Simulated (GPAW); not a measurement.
LiF (Fm-3m): refractive index against wavelength

The refractive index of LiF (Fm-3m) below the direct gap (9.06 eV on the mesh) is read from one computed spectrum, n = √(Re ε).

Cell: a, b, c = 2.848, 2.848, 2.848 Å (primitive vectors), 2 atoms.

Method: GPAW 26.7.0, PBE, RPA, k-mesh 15×15×15, local fields up to 60 eV, Lorentzian half width 0.15 eV.

Launch of the response step: `OMP_NUM_THREADS=1 python df.py`. The run took 20 s, its band step included, on 1 thread of Arm Neoverse V2, with other jobs on the host.

| wavelength (nm) | photon energy E (eV) | n |
| --- | --- | --- |
| 532 | 2.331 | 1.3997 |
| 450 | 2.755 | 1.4032 |
| 405 | 3.061 | ? |
| 365 | 3.397 | 1.4100 |
| 308 | 4.025 | 1.4184 |
| 266 | 4.661 | 1.4291 |
| 248 | 4.999 | 1.4358 |

In the single-oscillator model n² − 1 = E₀E_d/(E₀² − E²), so 1/(n² − 1) = E₀/E_d − E²/(E₀E_d) is linear in E².

Working, on the rows shown:

| x = E² (eV²) | y = 1/(n² − 1) |
| --- | --- |
| 5.43137 | 1.04258 |
| 7.59115 | 1.03202 |
| 11.5384 | 1.01204 |
| 16.2043 | 0.98828 |
| 21.7255 | 0.959392 |
| 24.9936 | 0.942044 |

Means: x̄ = 14.581, ȳ = 0.99606. Σ(x − x̄)(y − ȳ) = -1.563, Σ(x − x̄)² = 303.9. Slope = -1.563 / 303.9 = -0.005142; intercept = ȳ − slope · x̄ = 1.071. Turned back into n, the line misses the rows shown by at most 0.00021.

**Question.** Fill in the last column of the withheld row.

**Answer.** At x = 9.3718 the line gives y = 1.0228, that is 1.4063. The run gave 1.4062, so the interpolation is off by 9.6e-05, 0.3 % of the range in the table.

Refitted with all rows, the slope is -0.005145 and the intercept 1.0711. These give E₀ = √(intercept/−slope) = 14.43 eV and E_d = E₀/intercept = 13.5 eV; E₀ is 1.6 times the direct gap. The electronic limit at long wavelengths, without lattice vibrations, is n = √(1 + 1/intercept) = 1.391. Excitons are left out; PBE gaps are as a rule too small. The values come from a sum over the points of one k-mesh and carry its error, which grows as the direct gap shrinks. This version of GPAW has incomplete matrix elements in the optical limit, which can lower ε − 1 by up to a tenth where first-row anions or d states rule. The local-field cutoff holds few shells of reciprocal vectors for this small cell, so ε∞ can read a few per cent high.
